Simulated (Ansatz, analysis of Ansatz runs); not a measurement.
**Migration in Li4TeO5 (P-1): Li_i by the interstitialcy path, charge +1**

Aim: the barrier of one jump in Li4TeO5 (P-1) at charge +1: Li_i by the interstitialcy path. The model is a cell of 60 host atoms with 1 Li put in; Li is the atom that moves.

Calculated with Ansatz 0.2.0; plane-wave PAW DFT, PBEsol; nudged elastic band between two relaxed defect structures at fixed charge in a uniform background.

## Step 1: Starting point

The cell holds 61 atoms: 25 Li, 6 Te and 30 O. Cell: a = 10.479 Å, b = 7.972 Å, c = 7.763 Å, α = 93.6°, β = 110.7°, γ = 111.7°. It derives from Li4TeO5 (space group P-1). Nearest the centre at fractional (0.209, 0.245, 0.995): Li13 at 0.92 Å, Li61 at 0.92 Å, O34 at 1.74 Å, O46 at 1.82 Å, O43 at 1.93 Å, Te28 at 2.42 Å, Li2 at 2.48 Å, O40 at 2.52 Å. The cell carries charge +1.

The cell's shortest repeat is 7.8 Å.

## Step 2: Relaxation of the start point, charge +1

The ends come first: from an unrelaxed start the top is counted from too high an energy, and the barrier comes out too low. Small random displacements break the symmetry of the ideal sites, so that the defect can distort if it gains by it. The charge of +1 is set by the electron count, and a uniform background keeps the cell neutral.

Input file qp1.start/input.yaml:

```yaml
crystal:
  lattice:
    - [9.17517823, 5.06309086, 0.00170529]
    - [-6.15626218, 5.06493119, 0.00225264]
    - [-1.61748691, -2.74512283, 7.07911415]
  atoms:
    - { symbol: Li, position: [0.07568669, 0.72746603, 0.31795695] }
    - { symbol: Li, position: [0.40902002, 0.3941327, 0.31795695] }
    - { symbol: Li, position: [0.74235335, 0.06079937, 0.31795695] }
    - { symbol: Li, position: [0.25764665, 0.93920063, 0.68204305] }
    - { symbol: Li, position: [0.59097998, 0.6058673, 0.68204305] }
    - { symbol: Li, position: [0.92431331, 0.27253397, 0.68204305] }
    - { symbol: Li, position: [0.0, 0.0, 0.5] }
    - { symbol: Li, position: [0.33333333, 0.66666667, 0.5] }
    - { symbol: Li, position: [0.66666667, 0.33333333, 0.5] }
    - { symbol: Li, position: [0.16666667, 0.83333333, 0.0] }
    - { symbol: Li, position: [0.5, 0.5, 0.0] }
    - { symbol: Li, position: [0.83333333, 0.16666667, 0.0] }
    - { symbol: Li, position: [0.20688351, 0.18622399, 0.88762303] }
    - { symbol: Li, position: [0.54021685, 0.85289065, 0.88762303] }
    - { symbol: Li, position: [0.87355018, 0.51955732, 0.88762303] }
    - { symbol: Li, position: [0.12644982, 0.48044268, 0.11237697] }
    - { symbol: Li, position: [0.45978315, 0.14710935, 0.11237697] }
    - { symbol: Li, position: [0.79311649, 0.81377601, 0.11237697] }
    - { symbol: Li, position: [0.30315146, 0.31033729, 0.60401838] }
    - { symbol: Li, position: [0.6364848, 0.97700396, 0.60401838] }
    - { symbol: Li, position: [0.96981813, 0.64367062, 0.60401838] }
    - { symbol: Li, position: [0.03018187, 0.35632938, 0.39598162] }
    - { symbol: Li, position: [0.3635152, 0.02299604, 0.39598162] }
    - { symbol: Li, position: [0.69684854, 0.68966271, 0.39598162] }
    - { symbol: Te, position: [0.22673729, 0.56237952, 0.78791161] }
    - { symbol: Te, position: [0.56007062, 0.22904618, 0.78791161] }
    - { symbol: Te, position: [0.89340396, 0.89571285, 0.78791161] }
    - { symbol: Te, position: [0.10659604, 0.10428715, 0.21208839] }
    - { symbol: Te, position: [0.43992938, 0.77095382, 0.21208839] }
    - { symbol: Te, position: [0.77326271, 0.43762048, 0.21208839] }
    - { symbol: O, position: [0.06128058, 0.54787659, 0.84708533] }
    - { symbol: O, position: [0.39461391, 0.21454325, 0.84708533] }
    - { symbol: O, position: [0.72794725, 0.88120992, 0.84708533] }
    - { symbol: O, position: [0.27205275, 0.11879008, 0.15291467] }
    - { symbol: O, position: [0.60538609, 0.78545675, 0.15291467] }
    - { symbol: O, position: [0.93871942, 0.45212341, 0.15291467] }
    - { symbol: O, position: [0.20461279, 0.35858565, 0.33100694] }
    - { symbol: O, position: [0.53794612, 0.02525232, 0.33100694] }
    - { symbol: O, position: [0.87127946, 0.69191899, 0.33100694] }
    - { symbol: O, position: [0.12872054, 0.30808101, 0.66899306] }
    - { symbol: O, position: [0.46205388, 0.97474768, 0.66899306] }
    - { symbol: O, position: [0.79538721, 0.64141435, 0.66899306] }
    - { symbol: O, position: [0.32101236, 0.50871842, 0.04447217] }
    - { symbol: O, position: [0.65434569, 0.17538508, 0.04447217] }
    - { symbol: O, position: [0.98767903, 0.84205175, 0.04447217] }
    - { symbol: O, position: [0.01232097, 0.15794825, 0.95552783] }
    - { symbol: O, position: [0.34565431, 0.82461492, 0.95552783] }
    - { symbol: O, position: [0.67898764, 0.49128158, 0.95552783] }
    - { symbol: O, position: [0.07015601, 0.92048342, 0.75039732] }
    - { symbol: O, position: [0.40348934, 0.58715009, 0.75039732] }
    - { symbol: O, position: [0.73682268, 0.25381676, 0.75039732] }
    - { symbol: O, position: [0.26317732, 0.74618324, 0.24960268] }
    - { symbol: O, position: [0.59651066, 0.41284991, 0.24960268] }
    - { symbol: O, position: [0.92984399, 0.07951658, 0.24960268] }
    - { symbol: O, position: [0.17335754, 0.00949791, 0.42842845] }
    - { symbol: O, position: [0.50669088, 0.67616458, 0.42842845] }
    - { symbol: O, position: [0.84002421, 0.34283124, 0.42842845] }
    - { symbol: O, position: [0.15997579, 0.65716876, 0.57157155] }
    - { symbol: O, position: [0.49330912, 0.32383542, 0.57157155] }
    - { symbol: O, position: [0.82664246, 0.99050209, 0.57157155] }
    - { symbol: Li, position: [0.210177, 0.302898, 0.10287] }
total_charge: 1
basis:
  ecutwfc: 420
  xc_grid: 2
hamiltonian:
  xc: pbesol
kpoints:
  mp_grid: { grid: [1, 1, 1] }
scf:
  occupations: { method: fixed }
  max_iter: 80
output:
  forces: true
relax:
  f_tol: 0.02
  max_steps: 70
  random_displacement: { amplitude: 0.03, seed: 4311 }
```

On the command line:

```sh
> ansatz run input.yaml --threads 4 --pin off --max-ram 7536MiB --backend cpu --events-out ev --progress --plain --runs-dir out
```

The program printed:

```text
The last accepted step is kept in <dir> (removed where the run ends without a failure and the disk answers)
Engine: ansatz 0.2.0, aarch64-unknown-linux-gnu
Pseudopotentials: kind: paw
Pseudopotential: Li, paw, valence charge 3, recommended cutoff 420 eV (normal), Li.paw.azcp
Pseudopotential: Te, paw, valence charge 16, recommended cutoff 420 eV (normal), Te.paw.azcp
Pseudopotential: O, paw, valence charge 6, recommended cutoff 420 eV (normal), O.paw.azcp
Functional definition: PBEsol
  exchange = pbesol_x
  correlation = pbesol_c
Crystal: 61 atoms, lattice volume = 549.713 Å³
Basis set: ecut = 420 eV, 10749 PW (Γ), exchange–correlation on 144×108×108 points (8 copies of the dense FFT grid, shifted against one another)
Bands: 236, of which v1, the nominal top of the filled ones, is band 175 counted from 1 (174 counted from 0)
Symmetry: 1 space group operations
k-points: 1
Non-local potential: Li, projectors of the file, l = 0: 3, l = 1: 2, l = 2: 1
Non-local potential: Te, projectors of the file, l = 0: 2, l = 1: 2, l = 2: 2, l = 3: 2
Non-local potential: O, projectors of the file, l = 0: 2, l = 1: 2, l = 2: 1
PAW form: soft (Blöchl's): semilocal exchange-correlation on the pseudo side does not see the compensation charge
PAW frozen core: Te, regenerated for the run's functional, and the local potential with it (the file was generated under x = pbe(κ = 0.804, μ = 0.219515), c = pbe(β = 0.066725))
PAW frozen core: O, regenerated for the run's functional, and the local potential with it (the file was generated under x = pbe(κ = 0.804, μ = 0.219515), c = pbe(β = 0.066725))
PAW one-centre angular grid: Li, 110 points (default); XC on 64 Gauss nodes
PAW one-centre angular grid: Te, 590 points (default); XC on 64 Gauss nodes
PAW one-centre angular grid: O, 110 points (default); XC on 64 Gauss nodes
Initial density: superposition of atomic densities (neutral atoms scaled as one to the charged cell's electrons: chi_scale 0, normalization atom), corrected by the library's trained network
Initial wavefunctions: pseudopotential atomic-orbital guess
Functional: x = pbesol(κ = 0.804, μ = 0.123457), c = pbesol(β = 0.046)
SCF iter   1: F=—  HF=-63346.919201 eV  |F-HF|=—  |Δ(HF+E_count)|=         —  Δρ=1.11e-2  dr2=7.29e-1  ethr=1.77e-3  ⟨swp⟩=4.0  Hψ=769  notcnv=0  defer=59
preconditioner: auto → Resta (q_TF=auto, 2.531 Å⁻¹)  ε∞=3.4  [insulator: Δε(μ)=2.543 eV  Ē_g=15.912 eV  n_scr=144 (ndim 8)  ℏωp=24.5 eV  f_vac=0.000  ε∞_Penn≈3.4]
SCF iter   2: F=—  HF=-63346.704259 eV  |F-HF|=—  |Δ(HF+E_count)|=   2.15e-1  Δρ=2.71e-3  dr2=3.99e-2  ethr=2.08e-4  ⟨swp⟩=3.0  Hψ=317  notcnv=0  defer=59
SCF iter   3: F=—  HF=-63346.691859 eV  |F-HF|=—  |Δ(HF+E_count)|=   1.24e-2  Δρ=1.27e-3  dr2=1.12e-2  ethr=1.14e-5  ⟨swp⟩=3.0  Hψ=270  notcnv=0  defer=49
automatic band count: iteration 3 solves 226 bands in place of 236: the levels show a gap, and the empty bands left out lie too high to hold charge; the band table lists the bands solved (type scf.n_extra_bands for more)
SCF iter   4: F=—  HF=-63346.688031 eV  |F-HF|=—  |Δ(HF+E_count)|=   3.83e-3  Δρ=8.05e-4  dr2=3.26e-3  ethr=3.19e-6  ⟨swp⟩=2.0  Hψ=302  notcnv=0  defer=49
SCF iter   5: F=—  HF=-63346.687441 eV  |F-HF|=—  |Δ(HF+E_count)|=   5.90e-4  Δρ=2.20e-4  dr2=3.32e-4  ethr=9.33e-7  ⟨swp⟩=2.0  Hψ=302  notcnv=0  defer=49
SCF iter   6: F=—  HF=-63346.687383 eV  |F-HF|=—  |Δ(HF+E_count)|=   5.77e-5  Δρ=1.19e-4  dr2=7.48e-5  ethr=9.47e-8  ⟨swp⟩=2.0  Hψ=301  notcnv=0  defer=49
SCF iter   7: F=-63346.687366 eV  HF=-63346.687371 eV  |F-HF|=4.86e-6  |Δ(HF+E_count)|=   1.22e-5  Δρ=4.27e-5  dr2=9.56e-6  ethr=2.86e-9  ⟨swp⟩=3.0  Hψ=816  notcnv=0
SCF 1 converged in 7 iterations: F = -63346.687366 eV  dr2 = 9.56e-6
  greatest PAW one-centre occupation: 1.001 electrons in one spin orbital (limit 2), on the Li atom at site 60 (counted from 0), in its partial waves of l = 0
relax step   1: F+E_penalty+E_count = -63346.68736593 eV  Δ(F+E_penalty+E_count) = +0.000e0 eV  max|allowed force component| = 9.314e0 eV/Å  Δτ_max = 0.0000 Å  (7 SCF iters, dr2 threshold 1.00e-5 eV, accepted)
[... the SCF cycles and remarks between the steps are left out from here to the last step ...]
relax step   2: F+E_penalty+E_count = -63348.69997694 eV  Δ(F+E_penalty+E_count) = -2.013e0 eV  max|allowed force component| = 2.389e0 eV/Å  Δτ_max = 0.1366 Å  (7 SCF iters, dr2 threshold 1.00e-4 eV, accepted)
relax step   3: F+E_penalty+E_count = -63349.37496752 eV  Δ(F+E_penalty+E_count) = -6.750e-1 eV  max|allowed force component| = 8.561e-1 eV/Å  Δτ_max = 0.2000 Å  (7 SCF iters, dr2 threshold 1.00e-4 eV, accepted)
relax step   4: F+E_penalty+E_count = -63349.56672132 eV  Δ(F+E_penalty+E_count) = -1.918e-1 eV  max|allowed force component| = 3.432e-1 eV/Å  Δτ_max = 0.2000 Å  (6 SCF iters, dr2 threshold 4.82e-5 eV, accepted)
relax step   5: F+E_penalty+E_count = -63349.58786752 eV  Δ(F+E_penalty+E_count) = -2.115e-2 eV  max|allowed force component| = 2.270e-1 eV/Å  Δτ_max = 0.2000 Å  (7 SCF iters, dr2 threshold 1.51e-5 eV, accepted)
relax step   6: F+E_penalty+E_count = -63349.61774101 eV  Δ(F+E_penalty+E_count) = -2.987e-2 eV  max|allowed force component| = 1.969e-1 eV/Å  Δτ_max = 0.2000 Å  (7 SCF iters, dr2 threshold 8.28e-6 eV, accepted)
relax step   7: F+E_penalty+E_count = -63349.66499096 eV  Δ(F+E_penalty+E_count) = -4.725e-2 eV  max|allowed force component| = 2.906e-1 eV/Å  Δτ_max = 0.1953 Å  (6 SCF iters, dr2 threshold 1.70e-5 eV, accepted)
relax step   8: F+E_penalty+E_count = -63349.76585184 eV  Δ(F+E_penalty+E_count) = -1.009e-1 eV  max|allowed force component| = 4.108e-1 eV/Å  Δτ_max = 0.1955 Å  (6 SCF iters, dr2 threshold 6.35e-5 eV, accepted)
relax step   9: F+E_penalty+E_count = -63349.89507801 eV  Δ(F+E_penalty+E_count) = -1.292e-1 eV  max|allowed force component| = 4.781e-1 eV/Å  Δτ_max = 0.1903 Å  (6 SCF iters, dr2 threshold 1.00e-4 eV, accepted)
relax step  10: F+E_penalty+E_count = -63350.06615340 eV  Δ(F+E_penalty+E_count) = -1.711e-1 eV  max|allowed force component| = 3.218e-1 eV/Å  Δτ_max = 0.1948 Å  (6 SCF iters, dr2 threshold 1.00e-4 eV, accepted)
relax step  11: F+E_penalty+E_count = -63350.19009151 eV  Δ(F+E_penalty+E_count) = -1.239e-1 eV  max|allowed force component| = 1.348e-1 eV/Å  Δτ_max = 0.2000 Å  (6 SCF iters, dr2 threshold 4.69e-5 eV, accepted)
relax step  12: F+E_penalty+E_count = -63350.20905855 eV  Δ(F+E_penalty+E_count) = -1.897e-2 eV  max|allowed force component| = 3.671e-2 eV/Å  Δτ_max = 0.1045 Å  (7 SCF iters, dr2 threshold 3.19e-6 eV, accepted)
SCF iter   1: F=—  HF=-63350.209878 eV  |F-HF|=—  |Δ(HF+E_count)|=         —  Δρ=8.21e-4  dr2=2.02e-3  ethr=6.38e-6  ⟨swp⟩=3.0  Hψ=455  notcnv=0  defer=49
automatic band count: iteration 1 solves 226 bands in place of 236: the levels show a gap, and the empty bands left out lie too high to hold charge; the band table lists the bands solved (type scf.n_extra_bands for more)
SCF iter   2: F=—  HF=-63350.209724 eV  |F-HF|=—  |Δ(HF+E_count)|=   1.54e-4  Δρ=4.17e-4  dr2=5.49e-4  ethr=5.77e-7  ⟨swp⟩=2.0  Hψ=261  notcnv=0  defer=48
SCF iter   3: F=—  HF=-63350.209738 eV  |F-HF|=—  |Δ(HF+E_count)|=   1.45e-5  Δρ=2.06e-4  dr2=2.13e-4  ethr=1.57e-7  ⟨swp⟩=2.0  Hψ=355  notcnv=0  defer=45
SCF iter   4: F=—  HF=-63350.209698 eV  |F-HF|=—  |Δ(HF+E_count)|=   4.05e-5  Δρ=4.33e-5  dr2=9.19e-6  ethr=6.07e-8  ⟨swp⟩=2.0  Hψ=301  notcnv=0  defer=45
SCF iter   5: F=—  HF=-63350.209710 eV  |F-HF|=—  |Δ(HF+E_count)|=   1.22e-5  Δρ=2.08e-5  dr2=1.85e-6  ethr=2.63e-9  ⟨swp⟩=2.0  Hψ=356  notcnv=0  defer=45
SCF iter   6: F=—  HF=-63350.209710 eV  |F-HF|=—  |Δ(HF+E_count)|=   2.05e-7  Δρ=8.23e-6  dr2=2.66e-7  ethr=5.30e-10  ⟨swp⟩=2.0  Hψ=338  notcnv=0  defer=45
SCF iter   7: F=-63350.209710 eV  HF=-63350.209710 eV  |F-HF|=2.76e-9  |Δ(HF+E_count)|=   1.31e-7  Δρ=2.46e-6  dr2=2.57e-8  ethr=2.86e-11  ⟨swp⟩=4.0  Hψ=694  notcnv=0
SCF 13 converged in 7 iterations: F = -63350.209710 eV  dr2 = 2.57e-8
relax step  13: F+E_penalty+E_count = -63350.20971046 eV  Δ(F+E_penalty+E_count) = -6.519e-4 eV  max|allowed force component| = 5.482e-3 eV/Å  Δτ_max = 0.0197 Å  (7 SCF iters, accepted)
SCF converged after 7 iterations
Free energy (F): -63350.209710 eV
Harris-Foulkes:  -63350.209710 eV  (|F-HF|=2.76e-9)
Internal energy: -63350.209710 eV  (E = F + TS)
E sigma→0 (E₀):  -63350.209710 eV
Fermi energy:    6.164868 eV
--- Per-component energies (eV) ---
  E_band       = -3660.155279
  E_kinetic    = 6951.301312
  E_local      = -21431.771581  (includes V_loc(G=0)·N_el)
  E_nonlocal   = -1213.876794
  E_hartree    = 9768.743751
  E_xc         = -3213.279711
  E_vxc        = -3806.553416  (∫ρ·V_xc dr)
  E_paw        = -32604.857031  (= ΣΔE_a)
  E_vpaw       = -3696.814319  (= ΣTr[D̂ρ^β])
  E_aug_tail   = 0.072493  (compensation charges beyond the density's cutoff)
  E_ewald      = -21609.849678
  E_core_change = 3.307528  (= ΣΔE_core)
  E_smearing   = -0.000000  (= −TS)
  E_closure    = -0.000000  (closes the sum)
  E_deformation_potential = 17.852088  (in the stress; not in F)
  Σ components = -63350.209710   (vs F -63350.209710, Δ=0.00e0)
--- Forces (eV/Å), atoms counted from 1 ---
  atom   1  Li     0.00090225     0.00003078     0.00032716
  atom   2  Li    -0.00083926    -0.00007904    -0.00078554
  [... 10 atoms left out ...]
  atom  13  Li    -0.00002110     0.00131533    -0.00071948
  [... 2 atoms left out ...]
  atom  16  Li    -0.00053092    -0.00043508    -0.00064636
  [... 11 atoms left out ...]
  atom  28  Te     0.00548069    -0.00063220    -0.00151778
  [... 3 atoms left out ...]
  atom  32  O     -0.00048294    -0.00089595     0.00012498
  [... 1 atom left out ...]
  atom  34  O     -0.00062836     0.00106850     0.00049374
  [... 5 atoms left out ...]
  atom  40  O      0.00066549    -0.00209026    -0.00106538
  [... 2 atoms left out ...]
  atom  43  O      0.00087479    -0.00152119    -0.00072693
  [... 2 atoms left out ...]
  atom  46  O     -0.00251996     0.00226829    -0.00073251
  [... 14 atoms left out ...]
  atom  61  Li    -0.00022163    -0.00065251    -0.00023507
  max |Σ_I F_I| component: 5.42e-5 eV/Å
--- Relaxed structure (13 steps of the walk, 13 accepted, 0 SCFs on fresh bases) ---
  F+E_penalty+E_count = -63350.20971046 eV   max|allowed force component| = 5.482e-3 eV/Å
  atoms:
    - { symbol: Li, position: [0.077046, 0.726012, 0.328447] }
    - { symbol: Li, position: [0.413805, 0.396294, 0.323333] }
    [... 10 atoms left out ...]
    - { symbol: Li, position: [0.184342, 0.119340, 0.662640] }
    [... 2 atoms left out ...]
    - { symbol: Li, position: [0.125122, 0.485236, 0.123365] }
    [... 11 atoms left out ...]
    - { symbol: Te, position: [0.103559, 0.104914, 0.221018] }
    [... 3 atoms left out ...]
    - { symbol: O, position: [0.388026, 0.209115, 0.847380] }
    [... 1 atom left out ...]
    - { symbol: O, position: [0.273036, 0.123470, 0.167971] }
    [... 5 atoms left out ...]
    - { symbol: O, position: [0.133405, 0.313571, 0.678794] }
    [... 2 atoms left out ...]
    - { symbol: O, position: [0.321324, 0.510224, 0.052320] }
    [... 2 atoms left out ...]
    - { symbol: O, position: [0.015454, 0.164276, 0.965268] }
    [... 14 atoms left out ...]
    - { symbol: Li, position: [0.217935, 0.226020, -0.052520] }
```

Elapsed: 30 s, on 4 threads of Arm Neoverse V2, shared host; peak memory 0.69 GiB.

Reading the cycles: dr2 is the Hartree energy of the density residual (eV), the measure of convergence; HF is the Harris–Foulkes estimate of the energy, which meets the free energy F at convergence.

Step by step:

| step | energy less that of the first step (eV) | largest force component (eV/Å) |
| --- | --- | --- |
| 1 | 0.0000 | 9.3137 |
| 2 | -2.0126 | 2.3895 |
| 3 | -2.6876 | 0.8561 |
| 4 | -2.8794 | 0.3432 |
| 5 | -2.9005 | 0.2270 |
| 6 | -2.9304 | 0.1969 |
| 7 | -2.9776 | 0.2906 |
| 8 | -3.0785 | 0.4108 |
| 9 | -3.2077 | 0.4781 |
| 10 | -3.3788 | 0.3218 |
| 11 | -3.5027 | 0.1348 |
| 12 | -3.5217 | 0.0367 |
| 13 | -3.5223 | 0.0055 |

The atoms that moved most (Å, from the sites as typed, ahead of the random displacement):

| atom | dx | dy | dz | length |
| --- | --- | --- | --- | --- |
| Li13 | 0.570 | 0.164 | -1.592 | 1.699 |
| Li61 | 0.797 | 0.076 | -1.099 | 1.360 |
| Li7 | -0.020 | -0.432 | -0.317 | 0.536 |
| Li19 | -0.120 | 0.451 | -0.078 | 0.473 |
| Li4 | 0.286 | -0.080 | 0.288 | 0.414 |
| Li8 | -0.116 | 0.155 | 0.138 | 0.238 |
| O34 | -0.043 | -0.013 | 0.107 | 0.116 |
| Li24 | -0.014 | -0.100 | 0.054 | 0.115 |

Neighbours of Li61 at the end:

| atom | distance (Å) |
| --- | --- |
| O34 | 1.939 |
| O46 | 2.051 |
| O43 | 2.074 |
| Li13 | 2.174 |
| O32 | 2.223 |
| O40 | 2.227 |
| O49 | 2.316 |
| Li17 | 2.736 |
| Li2 | 2.789 |

This step gave:

```
free energy                                                                                       : -63350.2097 eV
largest move from the ideal geometry of this structure, a common shift of the far atoms taken out : 1.744 Å
```

The relaxation gained 3.522 eV and ended with a largest force component of 0.0055 eV/Å.

(Continued in part 2 of 4.)

[Long decimals in the printed logs are rounded to 6 places.]

[Repeated set-up lines and some long k-point lines are left out of the logs, and relaxed atomic positions are cut to six decimals.]

[Logs are printed without paths, hosts, clocks, repeated set-up lines and the standing remarks that a program may print on its own settings, such as how far it seeks lower states.]

[Hosts, paths, dates, database ids (printed as entryN), source tags and the programs' standing remarks are cut or masked in the printed files.]
